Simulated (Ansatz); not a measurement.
# What (KF)1(LiBr)3 [001] superlattice, started as rocksalt type distorts into, part 2 of 3

Aim: this structure of (KF)1(LiBr)3 [001] superlattice, started as rocksalt type is to be tested for unstable modes, and one is followed downhill.

Ansatz 0.2.0; DFT PBEsol, scalar-relativistic, plane waves, PAW.

So far. Step 2 (Zone-centre response): Before it was imposed, the acoustic sum rule was missed by 4.3e-4 eV/Å² and the charge sum rule by 0.011 e. Small misses are needed for a sound result but don't prove that mesh and cutoff are converged. The lowest optical mode is imaginary, 142.6i cm⁻¹, so the energy falls along it.

The structure was built from a prototype and need not be the compound's stable phase.

### Step 3. The mode frozen in, largest atomic shift 0 Å

The mode followed lies at Γ with frequency 142.6i cm⁻¹, the softest among the wavevectors solved. At small amplitude the distorted cell has space group no. 99 by a symmetry search on the positions. The undistorted cell that holds it gives the zero of energy on the same k mesh.

The input, input.yaml:

```yaml
crystal:
  lattice:
    - [2.6465588508, 2.6465588508, 0.0]
    - [-2.6465588508, 2.6465588508, 0.0]
    - [0.0, 0.0, 11.8302523355]
  atoms:
    - { symbol: Br, position: [0.0, 0.0, 0.2693838995] }
    - { symbol: Br, position: [0.5, 0.5, 0.5] }
    - { symbol: Br, position: [0.0, 0.0, 0.7306161005] }
    - { symbol: F, position: [0.5, 0.5, 0.0] }
    - { symbol: K, position: [0.0, 0.0, 0.0] }
    - { symbol: Li, position: [0.5, 0.5, 0.2684468035] }
    - { symbol: Li, position: [0.0, 0.0, 0.5] }
    - { symbol: Li, position: [0.5, 0.5, 0.7315531965] }
kpoints:
  mp_grid: { grid: [8, 8, 2] }
hamiltonian:
  xc: pbesol
scf:
  occupations: { method: gaussian, width: 0.02 }
output:
  forces: true
  stress: true
  eigenvalues: true
```

Run with:

```sh
ansatz run input.yaml --threads 8 --pin off --max-ram 14336MiB --backend cpu --events-out ev --progress --plain --runs-dir out
```

Numbers of over 12 decimals in the logs are rounded to 6 here.

The program printed:

```text
[...]
Crystal: 8 atoms, lattice volume = 165.725 Å³
Basis set: ecut = 420 eV, 3239 PW (Γ), exchange–correlation on 54×54×160 points (8 copies of the dense FFT grid, shifted against one another)
Bands: 31, of which v1, the nominal top of the filled ones, is band 23 counted from 1 (22 counted from 0)
Symmetry: 16 space group operations
[...]
k-points: 30 of 128
[...]
k-point 0: bands = [... 19 lower, 1.5948, 1.6997, 1.6999, 1.6999, 6.6742, 8.1254, 8.5142, 9.0037, ... 3 higher]
  k-point 1: bands = [... 19 lower, 1.6152, 1.6152, 1.6801, 1.6801, 7.2538, 7.2574, 8.5888, 9.0496, ... 3 higher]
  k-point 2: bands = [... 19 lower, 1.5772, 1.5944, 1.6760, 1.6802, 7.0338, 8.1733, 8.6339, 9.0640, ... 3 higher]
  k-point 29: bands = [... 19 lower, 0.9101, 1.4407, 1.5617, 1.5617, 8.1909, 8.5687, 8.9476, 9.2036, ... 3 higher]
[key lines of the parts left out:]
SCF converged after 7 iterations
Free energy (F): -11146.456170 eV
Fermi energy:    4.192307 eV
P = ⅓ Tr σ = -0.0001 GPa (-0.001 kbar)
```

It took 1.3 s on 8 threads of Arm Neoverse V2, shared host; peak memory 0.78 GiB.

This step gave:

```
pressure                         : -1.25e-4 GPa
energy from the undistorted cell : 0 meV/atom
```

At this level the gap is 4.96 eV on the k-mesh of the self-consistent run, which can miss the band edges.

### Step 4. The mode frozen in, largest atomic shift 0.6 Å

The atoms are moved along the unstable eigenvector, the largest shift by 0.6 Å, with the cell fixed.

input.yaml, the sections that differ from step 3:

```yaml
crystal:
  lattice:
    - [2.6465588508, 2.6465588508, 0.0]
    - [-2.6465588508, 2.6465588508, 0.0]
    - [0.0, 0.0, 11.8302523355]
  atoms:
    - { symbol: Br, position: [0.0, 0.0, 0.2694088226] }
    - { symbol: Br, position: [0.5, 0.5, 0.4978280575] }
    - { symbol: Br, position: [0.0, 0.0, 0.7306410235] }
    - { symbol: F, position: [0.5, 0.5, 0.0452920818] }
    - { symbol: K, position: [0.0, 0.0, 0.0019907575] }
    - { symbol: Li, position: [0.5, 0.5, 0.217729373] }
    - { symbol: Li, position: [0.0, 0.0, 0.4906641869] }
    - { symbol: Li, position: [0.5, 0.5, 0.6808357661] }
# kpoints, hamiltonian, scf, output: as in step 3
```

The program printed:

```text
[...]
Crystal: 8 atoms, lattice volume = 165.725 Å³
Basis set: ecut = 420 eV, 3239 PW (Γ), exchange–correlation on 54×54×160 points (8 copies of the dense FFT grid, shifted against one another)
Bands: 31, of which v1, the nominal top of the filled ones, is band 23 counted from 1 (22 counted from 0)
Symmetry: 8 space group operations
[...]
k-points: 30 of 128
[...]
k-point 0: bands = [... 19 lower, 1.5530, 1.6035, 1.9637, 1.9637, 6.5857, 8.1195, 8.5521, 8.9591, ... 3 higher]
  k-point 1: bands = [... 19 lower, 1.5588, 1.5588, 1.9589, 1.9589, 6.8318, 7.6851, 8.6257, 9.0054, ... 3 higher]
  k-point 2: bands = [... 19 lower, 1.5432, 1.5981, 1.7387, 1.9928, 6.9320, 8.2750, 8.6939, 9.0583, ... 3 higher]
  k-point 29: bands = [... 19 lower, 0.7280, 0.7280, 0.8820, 1.1876, 7.9093, 8.6101, 8.9096, 8.9777, ... 3 higher]
[key lines of the parts left out:]
SCF converged after 7 iterations
Free energy (F): -11146.639611 eV
Fermi energy:    4.370068 eV
P = ⅓ Tr σ = 0.7066 GPa (7.066 kbar)
```

Wall time 1.9 s (8 threads); peak memory 0.68 GiB.

Numbers from this step:

| Item | Value |
| --- | --- |
| pressure | 0.7066 GPa |
| gap on the k-mesh | 4.431 eV |
| energy from the undistorted cell | -22.93 meV/atom |

The energy, extrapolated to zero smearing, is -22.93 meV/atom against the undistorted cell.

The run ends at a pressure of 0.71 GPa, with forces up to 1.3 eV/Å.

### Step 5. Energy along the mode, all amplitudes (two of the runs are shown above)

An imaginary frequency means negative curvature, so the energy should fall and then rise again as anharmonic terms take over.

This step gave:

* depth at the lowest point sampled: 22.93 meV/atom
* largest atomic shift at that point: 0.6 Å

Energy from the parent against largest atomic shift:

```
largest atomic shift (Å)  energy from the parent (meV/atom)
                   0.000                                  0
                   0.040                              -0.22
                   0.080                             -0.875
                   0.140                              -2.64
                   0.220                               -6.3
                   0.320                              -12.4
                   0.450                              -20.7
                   0.600                              -22.9
```

Displacement at unit largest shift by atom:

```
atom  x (Å)  y (Å)  z (Å)  size
 Br1   0.00   0.00   0.00  0.00
 Br2   0.00   0.00  -0.04  0.04
 Br3   0.00   0.00   0.00  0.00
  F4   0.00   0.00   0.89  0.89
  K5   0.00   0.00   0.04  0.04
 Li6   0.00   0.00  -1.00  1.00
 Li7   0.00   0.00  -0.18  0.18
 Li8   0.00   0.00  -1.00  1.00
```

The lowest of the steps tried is the last one, at 0.6 Å, 22.9 meV/atom below the parent; the bottom of the well need not coincide with a step.

### Step 6. Relaxation from the frozen mode

Starting from the lowest point found, all atoms and the cell are let go, so that strain and other modes of the same symmetry can join in.

Edit input.yaml of step 4 so:

```diff
@@ -19,3 +19,3 @@
 scf:
-  occupations: { method: gaussian, width: 0.02 }
+  occupations: { method: fixed }
 output:
@@ -24 +24,6 @@
   eigenvalues: true
+relax:
+  adjacent_minimum: "off"
+  f_tol: 0.002
+  max_steps: 120
+  cell: { stress_tol: 0.03 }
```

The program printed:

```text
[...]
Crystal: 8 atoms, lattice volume = 165.725 Å³
Basis set: ecut = 420 eV, 3239 PW (Γ), exchange–correlation on 54×54×160 points (8 copies of the dense FFT grid, shifted against one another)
Bands: 31, of which v1, the nominal top of the filled ones, is band 23 counted from 1 (22 counted from 0)
Symmetry: 8 space group operations
[...]
k-points: 30 of 128
[...]
SCF iter   1: F=—  HF=-11146.653217 eV  |F-HF|=—  |Δ(HF+E_count)|=         —  Δρ=5.50e-3  dr2=4.48e-2  ethr=1.77e-3  ⟨swp⟩=5.3  Hψ=3925  notcnv=0  defer=155
[...]
SCF iter   7: F=-11146.639611 eV  HF=-11146.639611 eV  |F-HF|=1.32e-8  |Δ(HF+E_count)|=   1.59e-7  Δρ=2.29e-6  dr2=1.66e-8  ethr=2.17e-10  ⟨swp⟩=14.8  Hψ=6461  notcnv=0
SCF 1 converged in 7 iterations: F = -11146.639611 eV  dr2 = 1.66e-8
[...]
relax step   1: F+E_penalty+E_count = -11146.63961085 eV  Δ(F+E_penalty+E_count) = +0.000e0 eV  max|allowed force component| = 1.349e0 eV/Å  Δτ_max = 0.0000 Å  P = +0.707 GPa  Ω = 165.725 Å³  (7 SCF iters, dr2 threshold 1.00e-7 eV, accepted)
Crystal: 8 atoms, lattice volume = 169.164 Å³
Basis set: ecut = 420 eV, 3305 PW (Γ), exchange–correlation on 54×54×160 points (8 copies of the dense FFT grid, shifted against one another)
[...]
iter 1 solved again at ethr=6.98e-4 eV; its pass at ethr=3.10e-3 eV (dr2=3.21e-1 eV) is discarded
[...]
SCF iter   7: F=-11146.755056 eV  HF=-11146.755056 eV  |F-HF|=2.32e-7  |Δ(HF+E_count)|=   3.78e-6  Δρ=6.50e-6  dr2=1.30e-7  ethr=1.74e-9  ⟨swp⟩=13.5  Hψ=5734  notcnv=0
SCF 2 converged in 7 iterations: F = -11146.755056 eV  dr2 = 1.30e-7
relax step   2: F+E_penalty+E_count = -11146.75505628 eV  Δ(F+E_penalty+E_count) = -1.154e-1 eV  max|allowed force component| = 7.259e-1 eV/Å  Δτ_max = 0.1740 Å  P = +0.412 GPa  Ω = 169.164 Å³  energy of the carried Pulay correction = -1.880e-3 eV  (7 SCF iters, dr2 threshold 8.00e-7 eV, accepted)
Crystal: 8 atoms, lattice volume = 167.171 Å³
Basis set: ecut = 420 eV, 3265 PW (Γ), exchange–correlation on 54×54×160 points (8 copies of the dense FFT grid, shifted against one another)
[...]
SCF iter   6: F=-11146.870539 eV  HF=-11146.870539 eV  |F-HF|=3.97e-7  |Δ(HF+E_count)|=   1.10e-5  Δρ=2.04e-5  dr2=7.59e-7  ethr=1.74e-9  ⟨swp⟩=12.3  Hψ=6597  notcnv=0
SCF 3 converged in 6 iterations: F = -11146.870539 eV  dr2 = 7.59e-7
[...]
relax step   3: F+E_penalty+E_count = -11146.87053899 eV  Δ(F+E_penalty+E_count) = -1.155e-1 eV  max|allowed force component| = 2.845e-1 eV/Å  Δτ_max = 0.1909 Å  P = +0.179 GPa  Ω = 167.171 Å³  energy of the carried Pulay correction = -7.954e-4 eV  (6 SCF iters, dr2 threshold 8.00e-7 eV, accepted)
[... from here on, the SCF cycles and remarks between the steps are left out ...]
relax step   4: F+E_penalty+E_count = -11146.89887800 eV  Δ(F+E_penalty+E_count) = -2.834e-2 eV  max|allowed force component| = 1.462e-1 eV/Å  Δτ_max = 0.0812 Å  P = +0.144 GPa  Ω = 168.798 Å³  energy of the carried Pulay correction = -1.682e-3 eV  (6 SCF iters, dr2 threshold 8.00e-7 eV, accepted)
relax step   5: F+E_penalty+E_count = -11146.90684678 eV  Δ(F+E_penalty+E_count) = -7.969e-3 eV  max|allowed force component| = 5.702e-2 eV/Å  Δτ_max = 0.0422 Å  P = +0.021 GPa  Ω = 169.451 Å³  energy of the carried Pulay correction = -2.035e-3 eV  (5 SCF iters, dr2 threshold 8.00e-7 eV, accepted)
relax step   6: F+E_penalty+E_count = -11146.91156209 eV  Δ(F+E_penalty+E_count) = -4.715e-3 eV  max|allowed force component| = 1.898e-2 eV/Å  Δτ_max = 0.0761 Å  P = -0.065 GPa  Ω = 170.566 Å³  energy of the carried Pulay correction = -2.635e-3 eV  (7 SCF iters, dr2 threshold 2.03e-7 eV, accepted)
relax step   7: F+E_penalty+E_count = -11146.91181877 eV  Δ(F+E_penalty+E_count) = -2.567e-4 eV  max|allowed force component| = 1.054e-2 eV/Å  Δτ_max = 0.0094 Å  P = -0.036 GPa  Ω = 170.439 Å³  energy of the carried Pulay correction = -2.567e-3 eV  (6 SCF iters, dr2 threshold 2.25e-8 eV, accepted)
relax step   8: F+E_penalty+E_count = -11146.91204808 eV  Δ(F+E_penalty+E_count) = -2.293e-4 eV  max|allowed force component| = 7.574e-3 eV/Å  Δτ_max = 0.0049 Å  P = +0.025 GPa  Ω = 170.044 Å³  energy of the carried Pulay correction = -2.355e-3 eV  (6 SCF iters, dr2 threshold 6.94e-9 eV, accepted)
relax step   9: F+E_penalty+E_count = -11146.91199641 eV  Δ(F+E_penalty+E_count) = +5.167e-5 eV  max|allowed force component| = 1.420e-3 eV/Å  Δτ_max = 0.0025 Å  P = +0.003 GPa  Ω = 170.203 Å³  energy of the carried Pulay correction = -2.440e-3 eV  (6 SCF iters, dr2 threshold 3.58e-9 eV, accepted)
relax step  10: F+E_penalty+E_count = -11146.91736991 eV  Δ(F+E_penalty+E_count) = -5.373e-3 eV  max|allowed force component| = 1.431e-3 eV/Å  Δτ_max = 0.0000 Å  P = +0.052 GPa  Ω = 170.203 Å³  stress off target by 1.28e-1 GPa  SCF on the basis re-selected at this cell (its energy is not comparable with the rows above)  (7 SCF iters)
relax step  11: F+E_penalty+E_count = -11146.91732348 eV  Δ(F+E_penalty+E_count) = +4.643e-5 eV  max|allowed force component| = 7.753e-3 eV/Å  Δτ_max = 0.0115 Å  P = -0.009 GPa  Ω = 170.786 Å³  energy of the carried Pulay correction = -3.094e-4 eV  (6 SCF iters, dr2 threshold 4.09e-8 eV, accepted)
relax step  12: F+E_penalty+E_count = -11146.91736558 eV  Δ(F+E_penalty+E_count) = -4.210e-5 eV  max|allowed force component| = 2.796e-3 eV/Å  Δτ_max = 0.0028 Å  P = +0.001 GPa  Ω = 170.744 Å³  energy of the carried Pulay correction = -2.860e-4 eV  (5 SCF iters, dr2 threshold 3.76e-9 eV, accepted)
relax step  13: F+E_penalty+E_count = -11146.91736571 eV  Δ(F+E_penalty+E_count) = -1.288e-7 eV  max|allowed force component| = 1.080e-3 eV/Å  Δτ_max = 0.0012 Å  P = +0.000 GPa  Ω = 170.750 Å³  energy of the carried Pulay correction = -2.896e-4 eV  (6 SCF iters, dr2 threshold 4.89e-10 eV, accepted)
[...]
SCF iter   5: F=-11146.917673 eV  HF=-11146.917673 eV  |F-HF|=2.91e-11  |Δ(HF+E_count)|=  6.37e-11  Δρ=1.01e-7  dr2=1.21e-11  ethr=1.00e-12  ⟨swp⟩=17.0  Hψ=7096  notcnv=0
SCF 14 converged in 5 iterations: F = -11146.917673 eV  dr2 = 1.21e-11
relax step  14: F+E_penalty+E_count = -11146.91767275 eV  Δ(F+E_penalty+E_count) = -3.070e-4 eV  max|allowed force component| = 1.094e-3 eV/Å  Δτ_max = 0.0000 Å  P = +0.001 GPa  Ω = 170.750 Å³  stress off target by 8.46e-3 GPa  SCF on the basis re-selected at this cell (its energy is not comparable with the rows above)  (5 SCF iters)
[...]
SCF converged after 5 iterations
Free energy (F): -11146.917673 eV
[...]
Internal energy: -11146.917673 eV  (E = F + TS)
E sigma→0 (E₀):  -11146.917673 eV
Fermi energy:    1.989415 eV
[...]
--- Forces (eV/Å), atoms counted from 1 ---
  atom   1  Br     0.00000000     0.00000000     0.00004030
  atom   2  Br    -0.00000000    -0.00000000    -0.00008472
  atom   3  Br    -0.00000000    -0.00000000    -0.00009086
  atom   4  F     -0.00000000    -0.00000000    -0.00109398
  atom   5  K     -0.00000000    -0.00000000    -0.00003277
  atom   6  Li     0.00000000     0.00000000     0.00033554
  atom   7  Li     0.00000000     0.00000000     0.00086891
  atom   8  Li     0.00000000     0.00000000     0.00005808
  max |Σ_I F_I| component: 5.11e-7 eV/Å
--- Stress (GPa, compression-positive) ---
       -0.003220      -0.000000       0.000000
       -0.000000      -0.003220      -0.000000
        0.000000      -0.000000       0.008460
  P = ⅓ Tr σ = 0.0007 GPa (0.007 kbar)
--- Band table (eV; the first three rows and the last of 30) ---
  k-point 0: bands = [... 19 lower, 1.4812, 1.4812, 1.7638, 1.7638, 6.2664, 7.7268, 8.1494, 8.5795, ... 4 higher]
  k-point 1: bands = [... 19 lower, 1.4863, 1.4863, 1.7604, 1.7604, 6.5308, 7.2330, 8.2538, 8.7478, ... 4 higher]
  k-point 2: bands = [... 19 lower, 1.3116, 1.4663, 1.5340, 1.8016, 6.6053, 7.9332, 8.3382, 8.7862, ... 4 higher]
  k-point 29: bands = [... 19 lower, 0.1988, 0.8720, 0.8881, 1.1043, 7.7018, 8.1909, 8.2225, 8.7379, ... 4 higher]
--- Relaxed structure (12 steps of the walk, 12 accepted, 2 SCFs on fresh bases) ---
  F+E_penalty+E_count = -11146.91767275 eV   max|allowed force component| = 1.094e-3 eV/Å   (the final SCF, on the basis selected at the relaxed cell)
  cell:  # Å, volume = 170.7503 Å³
    - [2.610928, 2.610928, 0]
    - [-2.610928, 2.610928, 0]
    - [0, 0, 12.523967]
  atoms:
    - { symbol: Br, position: [0, 0, 0.259088] }
    - { symbol: Br, position: [0.500000, 0.500000, 0.499406] }
    - { symbol: Br, position: [0, 0, 0.747377] }
    - { symbol: F, position: [0.500000, 0.500000, 0.056443] }
    - { symbol: K, position: [0, 0, 0.00750329] }
    - { symbol: Li, position: [0.500000, 0.500000, 0.201399] }
    - { symbol: Li, position: [0, 0, 0.463393] }
    - { symbol: Li, position: [0.500000, 0.500000, 0.699781] }
```

It took 29 s on 8 threads; peak memory 0.78 GiB; 3.7 min of CPU time.

The steps of the relaxation:

```
step  energy less that of the first step (eV)  largest force component (eV/Å)  pressure (GPa)  volume (Å³)
   1                                   0.0000                          1.3485            0.71       165.72
   2                                  -0.1154                          0.7259            0.41       169.16
   3                                  -0.2309                          0.2846            0.18       167.17
   4                                  -0.2593                          0.1462            0.14       168.80
   5                                  -0.2672                          0.0570            0.02       169.45
   6                                  -0.2720                          0.0190           -0.07       170.57
   7                                  -0.2722                          0.0105           -0.04       170.44
   8                                  -0.2724                          0.0076            0.02       170.04
   9                                  -0.2724                          0.0014            0.00       170.20
 10*                                  -0.2778                          0.0014            0.05       170.20
  11                                  -0.2777                          0.0078           -0.01       170.79
  12                                  -0.2778                          0.0028            0.00       170.74
  13                                  -0.2778                          0.0011            0.00       170.75
 14*                                  -0.2781                          0.0011            0.00       170.75
```

Relaxation steps marked * repeat the geometry before them on a plane-wave basis chosen anew for their cell, so energy and pressure can jump there.

Forces are held to the 8 operations that the run works with; a distortion that breaks them can't arise in this run.

```
conventional cell, symmetrised  before   after  change
                         a (Å)   3.743   3.692  -1.3 %
                         b (Å)   3.743   3.692  -1.3 %
                         c (Å)  11.830  12.524  +5.9 %
              volume (Å³/atom)   20.72   21.34  +3.0 %
```

The atoms that moved most (Å, as changes of fractional coordinates times the final cell):

```
atom     dx     dy      dz  length
 Li7  0.000  0.000  -0.342   0.342
 Li8  0.000  0.000   0.237   0.237
 Br3  0.000  0.000   0.210   0.210
 Li6  0.000  0.000  -0.205   0.205
  F4  0.000  0.000   0.140   0.140
 Br1  0.000  0.000  -0.129   0.129
  K5  0.000  0.000   0.069   0.069
 Br2  0.000  0.000   0.020   0.020
```

This step gave:

- pressure: 6.73e-4 GPa
- gap on the k-mesh: 4.277 eV
- volume per atom: 21.34 Å³

The distorted start has space group P4mm; the relaxation ends in P4mm.

### Step 7. The new phase in its own primitive cell

The relaxed structure is symmetrised, reduced to its primitive cell and relaxed tightly, as its phonons need.

The input, input.yaml:

```yaml
crystal:
  lattice:
    - [3.6924092452, 0.0, 0.0]
    - [0.0, 3.6924092452, 0.0]
    - [0.0, 0.0, 12.5239672348]
  atoms:
    - { symbol: Br, position: [0.0, 0.0, 0.259087894] }
    - { symbol: Br, position: [0.5, 0.5, 0.4994056109] }
    - { symbol: Br, position: [0.0, 0.0, 0.7473765088] }
    - { symbol: F, position: [0.5, 0.5, 0.0564433862] }
    - { symbol: K, position: [0.0, 0.0, 0.0075032858] }
    - { symbol: Li, position: [0.5, 0.5, 0.2013990724] }
    - { symbol: Li, position: [0.0, 0.0, 0.4633928144] }
    - { symbol: Li, position: [0.5, 0.5, 0.6997814965] }
kpoints:
  mp_grid: { grid: [6, 6, 2] }
hamiltonian:
  xc: pbesol
scf:
  occupations: { method: fixed }
output:
  forces: true
  stress: true
  eigenvalues: true
relax:
  adjacent_minimum: "off"
  f_tol: 0.001
  max_steps: 60
  cell: { stress_tol: 0.01 }
```

The program printed:

```text
[...]
Crystal: 8 atoms, lattice volume = 170.750 Å³
Basis set: ecut = 420 eV, 3321 PW (Γ), exchange–correlation on 50×50×180 points (8 copies of the dense FFT grid, shifted against one another)
Bands: 31, of which v1, the nominal top of the filled ones, is band 23 counted from 1 (22 counted from 0)
Symmetry: 8 space group operations
[...]
k-points: 20 of 72
[...]
- [0, 0.0, 12.525070]
  atoms:
    - { symbol: Br, position: [0, 0.0, 0.259093] }
    - { symbol: Br, position: [0.500000, 0.500000, 0.499424] }
    - { symbol: Br, position: [0, 0.0, 0.747371] }
    - { symbol: F, position: [0.500000, 0.500000, 0.056418] }
    - { symbol: K, position: [0, 0.0, 0.00749656] }
    - { symbol: Li, position: [0.500000, 0.500000, 0.201367] }
    - { symbol: Li, position: [0, 0.0, 0.463432] }
    - { symbol: Li, position: [0.500000, 0.500000, 0.699789] }
[key lines of the parts left out:]
SCF converged after 7 iterations
Free energy (F): -11146.916565 eV
Fermi energy:    1.989098 eV
P = ⅓ Tr σ = 0.0005 GPa (0.005 kbar)
```

Wall time 6 s (8 threads); peak memory 0.77 GiB; 43 s of CPU time.

Little changed from the start: no atom moved by 0.005 Å and no cell edge by 0.1 %.

This step gave:

```yaml
pressure: 4.67e-4 GPa
gap_on_the_k_mesh: 4.275 eV
volume_per_atom: 21.35 Å³
direct_gap_on_mesh: 4.501 eV
```

The largest force component left is 0.72 meV/Å and the pressure is 0.000 GPa, within the tolerances set. The cell now holds 21.35 Å³/atom.

(Part 2 of 3 ends here.)

[Logs are printed without paths, hosts, clocks, repeated set-up lines and the standing remarks that a program may print on its own settings, such as how far it seeks lower states.]

[Hosts, paths, dates, database ids (printed as entryN), source tags and the programs' standing remarks are cut or masked in the printed files.]
